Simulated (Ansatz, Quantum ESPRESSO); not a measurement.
# Mode couplings of Pd (Fm-3m) in a second program

What λ does ph.x give for Pd (Fm-3m), and how does it hang on the broadening?

Method: DFT PBE, scalar-relativistic, plane waves, PAW; PAW set soft_1, in the first sound run; inputs show where later runs differ, in Ansatz 0.2.0 and Quantum ESPRESSO 7.5.

## (1) The starting structure

It takes space group Fm-3m (No. 225, cubic). The conventional cell has a = 3.893 Å, b = 3.893 Å, c = 3.893 Å, α = 90.00°, β = 90.00°, γ = 90.00°. Nearest to Pd lie 12 Pd at 2.75 Å.

## (2) Relaxation

The structure is brought to rest under this functional.

input.yaml reads:

```yaml
crystal:
  lattice:
    - [0.0, 1.9465, 1.9465]
    - [1.9465, 0.0, 1.9465]
    - [1.9465, 1.9465, 0.0]
  atoms:
    - { symbol: Pd, position: [0.0, 0.0, 0.0] }
kpoints:
  mp_grid: { grid: [14, 14, 14] }
hamiltonian:
  xc: pbe
  pseudopotentials: { kind: paw, azcp: { folder: soft_1 } }
scf:
  occupations: { method: gaussian, width: 0.1 }
output:
  forces: true
  stress: true
  eigenvalues: true
relax:
  adjacent_minimum: "off"
  f_tol: 0.005
  max_steps: 80
  cell: { stress_tol: 0.05 }
```

Run with:

```console
$ ansatz run input.yaml --threads 4 --pin off --max-ram 12288MiB --backend cpu --events-out ev --progress --plain --runs-dir out
```

Numbers of over 12 decimals in the logs are rounded to 6 here.

The log of the run:

```text
[the first part of the log is left out]
  E_local      = -1889.233846  (includes V_loc(G=0)·N_el)
  E_nonlocal   = 370.682858
  E_hartree    = 758.179517
  E_xc         = -138.274817
  E_vxc        = -174.848710  (∫ρ·V_xc dr)
  E_paw        = -3810.790050  (= ΣΔE_a)
  E_vpaw       = -426.507383  (= ΣTr[D̂ρ^β])
  E_aug_tail   = 0.000238  (compensation charges beyond the density's cutoff)
  E_ewald      = -2711.418341
  E_smearing   = -0.015814  (= −TS)
  E_closure    = -0.000000  (closes the sum)
  Σ components = -6972.903098   (vs F -6972.903098, Δ=0.00e0)
--- Forces (eV/Å), atoms counted from 1 ---
  atom   1  Pd     0.00000000    -0.00000000     0.00000000
  max |Σ_I F_I| component: 1.44e-32 eV/Å
--- Stress (GPa, compression-positive) ---
       -0.035904      -0.000000      -0.000000
       -0.000000      -0.035904      -0.000000
       -0.000000      -0.000000      -0.035904
  P = ⅓ Tr σ = -0.0359 GPa (-0.359 kbar)
--- Band table (eV; the first three rows and the last of 104) ---
  k-point 0: bands = ["-65.3957", "-30.9210", "-30.9210", "-30.9210", "11.7619", "15.9430", "15.9430", "15.9430", "17.4557", "17.4557", "35.6073", "40.1058", "40.1058"]
  k-point 1: bands = ["-65.3934", "-30.9389", "-30.9235", "-30.9235", "11.9404", "15.8828", "16.0031", "16.0031", "17.4281", "17.4281", "35.7773", "38.9963", "40.2994"]
  k-point 2: bands = ["-65.3872", "-30.9890", "-30.9307", "-30.9307", "12.4417", "15.7554", "16.1422", "16.1422", "17.3907", "17.3907", "35.8932", "37.1279", "40.8245"]
  k-point 103: bands = ["-65.3353", "-31.1799", "-31.1346", "-31.0574", "14.4783", "15.0094", "15.9128", "17.4541", "18.8823", "26.3461", "28.2102", "28.6933", "29.9589"]
--- Relaxed structure (4 steps of the walk, 4 accepted, 1 SCFs on fresh bases) ---
  F+E_penalty+E_count = -6972.90309818 eV   max|allowed force component| = 0.000e0 eV/Å   (the final SCF, on the basis selected at the relaxed cell)
  cell:  # Å, volume = 15.3437 Å³
    - [0, 1.972271, 1.972271]
    - [1.972271, 0, 1.972271]
    - [1.972271, 1.972271, 0]
  atoms:
    - { symbol: Pd, position: [0.0, 0.0, 0.0] }
```

Elapsed: 2.2 s, on 4 threads of Arm Neoverse V1, shared host; peak memory 0.32 GiB; 7.3 s of CPU time.

Relaxation path:

```tsv
step	energy less that of the first step (eV)	largest force component (eV/Å)	pressure (GPa)	volume (Å³)
1	0.0000	0.0000	7.32	14.75
2	-0.0077	0.0000	-3.90	15.73
3	-0.0127	0.0000	-0.36	15.38
4	-0.0128	0.0000	-0.01	15.34
5	-0.0129	0.0000	-0.04	15.34
```

The log counts 1 steps on a newly chosen plane-wave basis, not all of them marked here; energy and pressure can jump at such steps.

```tsv
conventional cell, symmetrised	before	after	change
a (Å)	3.893	3.945	+1.3 %
b (Å)	3.893	3.945	+1.3 %
c (Å)	3.893	3.945	+1.3 %
volume (Å³/atom)	14.75	15.34	+4.0 %
```

The relaxed structure:

```cif
data_structure
_symmetry_space_group_name_H-M 'P 1'
_symmetry_Int_Tables_number 1
_cell_length_a 2.7892
_cell_length_b 2.7892
_cell_length_c 2.7892
_cell_angle_alpha 60.000
_cell_angle_beta 60.000
_cell_angle_gamma 60.000
_cell_volume 15.34
loop_
_atom_site_label
_atom_site_type_symbol
_atom_site_fract_x
_atom_site_fract_y
_atom_site_fract_z
_atom_site_occupancy
Pd1 Pd 0.00000 0.00000 0.00000 1
```

This step gave:

```yaml
pressure: -0.03590 GPa
volume_per_atom: 15.34 Å³/atom
metallic_on_mesh: yes
gap_on_the_k_mesh: 0 eV
```

The largest force is now zero by symmetry and the largest stress component 0.036 GPa.

## (3) Second program, ground state

ph.x needs a tightly converged ground state on the same k mesh; the cell is that of the step before.

This step: DFT PBE, scalar-relativistic, plane waves, GBRV ultrasoft pseudopotentials (Quantum ESPRESSO 7.5).

pw.in reads:

```
 &control
    calculation='scf',
    prefix='x',
    outdir='./tmp',
    pseudo_dir='./pseudo',
    tprnfor=.true.,
    tstress=.true.,
 /
 &system
    ibrav=0,
    nat=1,
    ntyp=1,
    ecutwfc=45.0,
    ecutrho=360.0,
    occupations='smearing',
    smearing='fd',
    degauss=0.00734986,
    nbnd=15,
 /
 &electrons
    conv_thr=1.0d-11,
    mixing_beta=0.5,
 /
ATOMIC_SPECIES
 Pd    106.4200  Pd.upf
CELL_PARAMETERS angstrom
     0.000000000    1.972270890    1.972270890
     1.972270890    0.000000000    1.972270890
     1.972270890    1.972270890    0.000000000
ATOMIC_POSITIONS crystal
 Pd     0.000000000   0.000000000   0.000000000
K_POINTS automatic
 12 12 12 0 0 0
```

Run with:

```console
$ OMP_NUM_THREADS=1 mpirun -n 4 pw.x -nk 4 -in pw.in > pw.x.log
```

The log of the run:

```text
Program PWSCF v.7.5

     This program is part of the open-source Quantum ESPRESSO suite
     for quantum simulation of materials; please cite
         "P. Giannozzi et al., J. Phys.:Condens. Matter 21 395502 (2009);
         "P. Giannozzi et al., J. Phys.:Condens. Matter 29 465901 (2017);
         "P. Giannozzi et al., J. Chem. Phys. 152 154105 (2020);
     in publications or presentations arising from this work. More details at

     Message from routine setup:
     using ibrav=0 with symmetry is DISCOURAGED, use correct ibrav instead

     G-vector sticks info
     --------------------
     sticks:   dense  smooth     PW     G-vecs:    dense   smooth      PW
     Sum         685     349    121                11935     4279     869

     Using Slab Decomposition

     bravais-lattice index     =            0
     lattice parameter (alat)  =       5.2708  a.u.
     unit-cell volume          =     103.5443 (a.u.)^3
     number of atoms/cell      =            1
     number of atomic types    =            1
     number of electrons       =        16.00
     number of Kohn-Sham states=           15
     kinetic-energy cutoff     =      45.0000  Ry
     charge density cutoff     =     360.0000  Ry
     scf convergence threshold =      1.0E-11
     mixing beta               =       0.5000
     number of iterations used =            8  plain     mixing
     Exchange-correlation=  SLA  PW   PBX  PBC
                           (   1   4   3   4   0   0   0)

     celldm(1)=   5.270847  celldm(2)=   0.000000  celldm(3)=   0.000000
     celldm(4)=   0.000000  celldm(5)=   0.000000  celldm(6)=   0.000000

     crystal axes: (cart. coord. in units of alat)
               a(1) = (   0.000000   0.707107   0.707107 )
               a(2) = (   0.707107   0.000000   0.707107 )
               a(3) = (   0.707107   0.707107   0.000000 )

     reciprocal axes: (cart. coord. in units 2 pi/alat)
               b(1) = ( -0.707107  0.707107  0.707107 )
               b(2) = (  0.707107 -0.707107  0.707107 )
               b(3) = (  0.707107  0.707107 -0.707107 )

     PseudoPot. # 1 for Pd read from file:
     ./pseudo/Pd.upf
     Pseudo is Ultrasoft + core correction, Zval = 16.0
     Using radial grid of  887 points,  6 beta functions with:
                l(1) =   0
                l(2) =   0
                l(3) =   1
                l(4) =   1
                l(5) =   2
                l(6) =   2
     Q(r) pseudized with  8 coefficients,  rinner =    1.130   1.130   1.130
                                                       1.130   1.130

     atomic species   valence    mass     pseudopotential
     Pd               16.00   106.42000     Pd( 1.00)

     48 Sym. Ops., with inversion, found

   Cartesian axes

     site n.     atom                  positions (alat units)
         1        Pd     tau(   1) = (   0.0000000   0.0000000   0.0000000  )

     number of k points=    72  Fermi-Dirac smearing, width (Ry)=  0.0073
                       cart. coord. in units 2pi/alat
        k(    1) = (   0.0000000   0.0000000   0.0000000), wk =   0.0011574
        k(    2) = (   0.0589256   0.0589256  -0.0589256), wk =   0.0092593
        k(    3) = (   0.1178511   0.1178511  -0.1178511), wk =   0.0092593
        k(    4) = (   0.1767767   0.1767767  -0.1767767), wk =   0.0092593
        k(    5) = (   0.2357023   0.2357023  -0.2357023), wk =   0.0092593
        k(    6) = (   0.2946278   0.2946278  -0.2946278), wk =   0.0092593
        k(    7) = (  -0.3535534  -0.3535534   0.3535534), wk =   0.0046296
        k(    8) = (   0.1178511   0.0000000  -0.0000000), wk =   0.0069444
        k(    9) = (   0.1767767   0.0589256  -0.0589256), wk =   0.0277778
        k(   10) = (   0.2357023   0.1178511  -0.1178511), wk =   0.0277778
        k(   11) = (   0.2946278   0.1767767  -0.1767767), wk =   0.0277778
        k(   12) = (   0.3535534   0.2357023  -0.2357023), wk =   0.0277778
        k(   13) = (  -0.2946278  -0.4124790   0.4124790), wk =   0.0277778
        k(   14) = (  -0.2357023  -0.3535534   0.3535534), wk =   0.0277778
        k(   15) = (  -0.1767767  -0.2946278   0.2946278), wk =   0.0277778
        k(   16) = (  -0.1178511  -0.2357023   0.2357023), wk =   0.0277778
[...]
k(   65) = (  -0.2357023  -0.4714045   0.7071068), wk =   0.0277778
        k(   66) = (  -0.1767767  -0.4124790   0.6481812), wk =   0.0555556
        k(   67) = (  -0.1178511  -0.3535534   0.5892557), wk =   0.0277778
        k(   68) = (  -0.1178511  -0.4714045   0.7071068), wk =   0.0277778
        k(   69) = (  -0.0589256  -0.4124790   0.6481812), wk =   0.0555556
        k(   70) = (   0.0000000  -0.3535534   0.5892557), wk =   0.0277778
        k(   71) = (  -0.7071068   0.2357023   0.0000000), wk =   0.0138889
        k(   72) = (  -0.7071068   0.3535534   0.0000000), wk =   0.0069444

     Dense  grid:    11935 G-vectors     FFT dimensions: (  32,  32,  32)

     Smooth grid:     4279 G-vectors     FFT dimensions: (  24,  24,  24)

     Initial potential from superposition of free atoms

     starting charge      15.5000, renormalised to      16.0000

     negative rho (up, down):  7.826E-02 0.000E+00
     Starting wfcs are   12 randomized atomic wfcs +    3 random wfcs

     per-process dynamical memory:    14.3 Mb

     Self-consistent Calculation

     iteration #  1     ecut=    45.00 Ry     beta= 0.50
     Davidson diagonalization with overlap
     ethr =  1.00E-02,  avg # of iterations =  4.8

     negative rho (up, down):  7.773E-02 0.000E+00

     total energy              =    -198.35022844 Ry
     estimated scf accuracy    <       1.15516189 Ry

     iteration #  2     ecut=    45.00 Ry     beta= 0.50
     Davidson diagonalization with overlap
     ethr =  7.22E-03,  avg # of iterations =  2.0

     negative rho (up, down):  7.833E-02 0.000E+00

     total energy              =    -198.66752008 Ry
     estimated scf accuracy    <       0.18021788 Ry

     iteration #  3     ecut=    45.00 Ry     beta= 0.50
     Davidson diagonalization with overlap
     ethr =  1.13E-03,  avg # of iterations =  1.9

     negative rho (up, down):  7.876E-02 0.000E+00

     total energy              =    -198.70552687 Ry
     estimated scf accuracy    <       0.00167465 Ry

     iteration #  4     ecut=    45.00 Ry     beta= 0.50
     Davidson diagonalization with overlap
     ethr =  1.05E-05,  avg # of iterations =  2.6

     negative rho (up, down):  7.887E-02 0.000E+00

     total energy              =    -198.70575142 Ry
     estimated scf accuracy    <       0.00013542 Ry

[...]
-31.8692 -31.8547 -31.8547  11.2028  14.8998  15.2123  15.2123  16.4068
    16.6475  35.8494  38.9030  39.6687  39.6687  46.6026  46.6631

          k = 0.1768 0.0589-0.0589 (   535 PWs)   bands (ev):

   -31.9181 -31.8659 -31.8612  11.7303  14.7183  15.3829  15.3906  16.2729
    16.7131  35.8485  36.9446  39.2930  40.3045  44.7823  46.1050

          k = 0.2357 0.1179-0.1179 (   535 PWs)   bands (ev):

   -31.9977 -31.8798 -31.8722  12.5026  14.6606  15.4015  15.4963  16.4777
    16.8986  33.2404  36.5839  38.9439  41.1323  43.4534  45.5218

          k = 0.2946 0.1768-0.1768 (   531 PWs)   bands (ev):

   -32.0841 -31.8926 -31.8870  12.9586  15.1702  15.2389  15.4212  17.2062
    17.2638  30.0729  35.9663  38.4651  40.5937  43.9120  45.1200

          k = 0.3536 0.2357-0.2357 (   530 PWs)   bands (ev):

   -32.1542 -31.9014 -31.9010  12.9602  14.9972  15.2755  16.1961  17.6092
    18.4072  27.0622  35.2532  38.0692  39.1325  44.7878  44.9688

          k =-0.2946-0.4125 0.4125 (   535 PWs)   bands (ev):

   -32.1899 -31.9117 -31.9026  12.9007  14.9061  15.1744  16.8139  17.7190
    19.7140  24.9434  34.8469  38.0052  38.1743  44.8944  44.9950

          k =-0.2357-0.3536 0.3536 (   534 PWs)   bands (ev):

   -32.1822 -31.9149 -31.8971  12.9219  14.9440  15.1729  16.7987  17.5065
    19.4248  25.4719  34.8524  37.6003  39.0526  44.7065  44.7227

          k =-0.1768-0.2946 0.2946 (   527 PWs)   bands (ev):

   -32.1331 -31.9100 -31.8860  12.9988  15.0830  15.2775  16.0430  17.0473
    18.2441  28.0385  35.2254  37.9778  40.7228  43.7265  44.3249

          k =-0.1179-0.2357 0.2357 (   530 PWs)   bands (ev):

   -32.0556 -31.8981 -31.8721  12.8936  14.9660  15.3419  15.4359  16.5332
    17.4168  31.1421  35.7758  38.9511  42.2556  42.9990  43.6120

          k =-0.0589-0.1768 0.1768 (   534 PWs)   bands (ev):

[...]
k =-0.0000-0.1179 0.1179 (   533 PWs)   bands (ev):

[...]
k = 0.2357 0.0000-0.0000 (   532 PWs)   bands (ev):

[...]
k = 0.2946 0.0589-0.0589 (   536 PWs)   bands (ev):

[...]
k = 0.3536 0.1179-0.1179 (   529 PWs)   bands (ev):

[...]
k = 0.4125 0.1768-0.1768 (   531 PWs)   bands (ev):

[...]
k =-0.2357-0.4714 0.4714 (   532 PWs)   bands (ev):

[...]
k =-0.1768-0.4125 0.4125 (   527 PWs)   bands (ev):

[...]
k =-0.1179-0.3536 0.3536 (   530 PWs)   bands (ev):

[...]
k =-0.0589-0.2946 0.2946 (   526 PWs)   bands (ev):

[...]
k = 0.0000-0.2357 0.2357 (   537 PWs)   bands (ev):

[...]
k = 0.3536 0.0000 0.0000 (   528 PWs)   bands (ev):

[...]
k = 0.4125 0.0589-0.0589 (   530 PWs)   bands (ev):

[...]
k = 0.4714 0.1179-0.1179 (   529 PWs)   bands (ev):

[...]
k =-0.1768-0.5303 0.5303 (   529 PWs)   bands (ev):

[...]
k =-0.1179-0.4714 0.4714 (   526 PWs)   bands (ev):

[...]
k =-0.0589-0.4125 0.4125 (   530 PWs)   bands (ev):

[...]
k = 0.0000-0.3536 0.3536 (   524 PWs)   bands (ev):

[...]
k = 0.4714 0.0000-0.0000 (   520 PWs)   bands (ev):

[...]
k = 0.5303 0.0589-0.0589 (   529 PWs)   bands (ev):

[...]
k =-0.1179-0.5893 0.5893 (   524 PWs)   bands (ev):

[...]
k =-0.0589-0.5303 0.5303 (   524 PWs)   bands (ev):

[...]
k = 0.5893 0.0000-0.0000 (   520 PWs)   bands (ev):

[...]
k = 0.0000-0.5893 0.5893 (   514 PWs)   bands (ev):

[...]
k =-0.7071 0.0000 0.0000 (   524 PWs)   bands (ev):

[...]
k = 0.2357 0.1179 0.0000 (   530 PWs)   bands (ev):

[...]
k = 0.2946 0.1768-0.0589 (   531 PWs)   bands (ev):

[...]
k = 0.3536 0.2357-0.1179 (   523 PWs)   bands (ev):

[...]
k = 0.3536 0.1179 0.0000 (   533 PWs)   bands (ev):

[...]
k = 0.4125 0.1768-0.0589 (   529 PWs)   bands (ev):

[...]
k = 0.0000-0.2357 0.3536 (   533 PWs)   bands (ev):

[...]
k = 0.4714 0.1179-0.0000 (   529 PWs)   bands (ev):

[...]
k =-0.1179-0.5893 0.7071 (   522 PWs)   bands (ev):

[...]
k =-0.0589-0.5303 0.6482 (   519 PWs)   bands (ev):

[...]
k =-0.0000-0.4714 0.5893 (   525 PWs)   bands (ev):

[...]
k =-0.7071 0.1179-0.0000 (   522 PWs)   bands (ev):

[...]
k =-0.2357-0.4714 0.7071 (   535 PWs)   bands (ev):

   -32.1107 -31.9924 -31.9279  13.9365  13.9701  14.8960  16.7433  17.0345
    20.2204  30.3150  30.5282  33.9051  41.2349  42.2159  47.0793

          k =-0.1768-0.4125 0.6482 (   526 PWs)   bands (ev):

   -32.1202 -32.0235 -31.9421  13.9286  14.1723  14.8272  16.4891  17.4663
    22.1635  27.4169  30.6085  32.5817  40.9509  43.3997  48.2903

          k =-0.1179-0.3536 0.5893 (   524 PWs)   bands (ev):

   -32.1225 -32.0351 -31.9483  14.0056  14.0782  14.9554  16.3256  17.6323
    24.0425  25.1625  31.1431  31.6671  40.6353  44.0808  49.6914

          k =-0.1179-0.4714 0.7071 (   519 PWs)   bands (ev):

   -32.1275 -32.0198 -31.9647  13.5322  13.7514  15.4461  16.9205  17.7137
    22.5030  29.1220  29.2300  30.6092  41.2042  42.9674  46.9789

          k =-0.0589-0.4125 0.6482 (   521 PWs)   bands (ev):

   -32.1080 -32.0543 -31.9702  13.6552  14.1022  15.0706  16.5989  17.8630
    24.7519  26.5440  29.0137  30.2409  41.6011  44.5512  46.7498

          k = 0.0000-0.3536 0.5893 (   527 PWs)   bands (ev):

   -32.0932 -32.0694 -31.9603  13.8459  14.4732  14.5785  16.4948  17.7082
    24.2084  27.0261  28.5292  31.2736  41.7888  43.7779  48.3921

          k =-0.7071 0.2357 0.0000 (   518 PWs)   bands (ev):

   -32.1310 -32.0299 -31.9808  13.3596  13.6711  15.7586  16.8693  18.0054
    24.2409  27.9545  28.5725  29.4157  41.1839  43.5686  46.7309

          k =-0.7071 0.3536 0.0000 (   524 PWs)   bands (ev):

   -32.0806 -32.0806 -31.9815  13.6803  14.5627  14.5627  16.5025  18.0057
    26.4600  26.4600  27.8871  29.0897  43.6698  43.6698  46.2278

     the Fermi energy is    17.7483 ev

!    total energy              =    -198.70577680 Ry
     estimated scf accuracy    <          3.1E-13 Ry
     smearing contrib. (-TS)   =      -0.00482880 Ry
     internal energy E=F+TS    =    -198.70094800 Ry

     The total energy is F=E-TS. E is the sum of the following terms:
     one-electron contribution =     -46.45330344 Ry
     hartree contribution      =      36.55588628 Ry
     xc contribution           =     -31.34332558 Ry
     ewald contribution        =    -157.46020526 Ry

     convergence has been achieved in   9 iterations

     negative rho (up, down):  7.897E-02 0.000E+00

     Forces acting on atoms (cartesian axes, Ry/au):

     atom    1 type  1   force =     0.00000000    0.00000000    0.00000000

     Total force =     0.000000     Total SCF correction =     0.000000

     Computing stress (Cartesian axis) and pressure

     negative rho (up, down):  7.897E-02 0.000E+00
          total   stress  (Ry/bohr**3)                   (kbar)     P=        1.58
   0.00001071  -0.00000000  -0.00000000            1.58       -0.00       -0.00
  -0.00000000   0.00001071  -0.00000000           -0.00        1.58       -0.00
  -0.00000000  -0.00000000   0.00001071           -0.00       -0.00        1.58

     Writing all to output data dir ./tmp/x.save/ :
     XML data file, charge density, pseudopotentials, collected wavefunctions

   JOB DONE.
```

It took 3.3 s on 4 MPI ranks.

Numbers from this step:

| Item | Value |
| --- | --- |
| pressure | 0.158 GPa |

With these potentials, mesh and smearing the cell is at 0.16 GPa.

(Part 1 of 2 ends here.)

[Logs are printed without paths, hosts, clocks, repeated set-up lines and the standing remarks that a program may print on its own settings, such as how far it seeks lower states.]

[Hosts, paths, dates, database ids (printed as entryN), source tags and the programs' standing remarks are cut or masked in the printed files.]
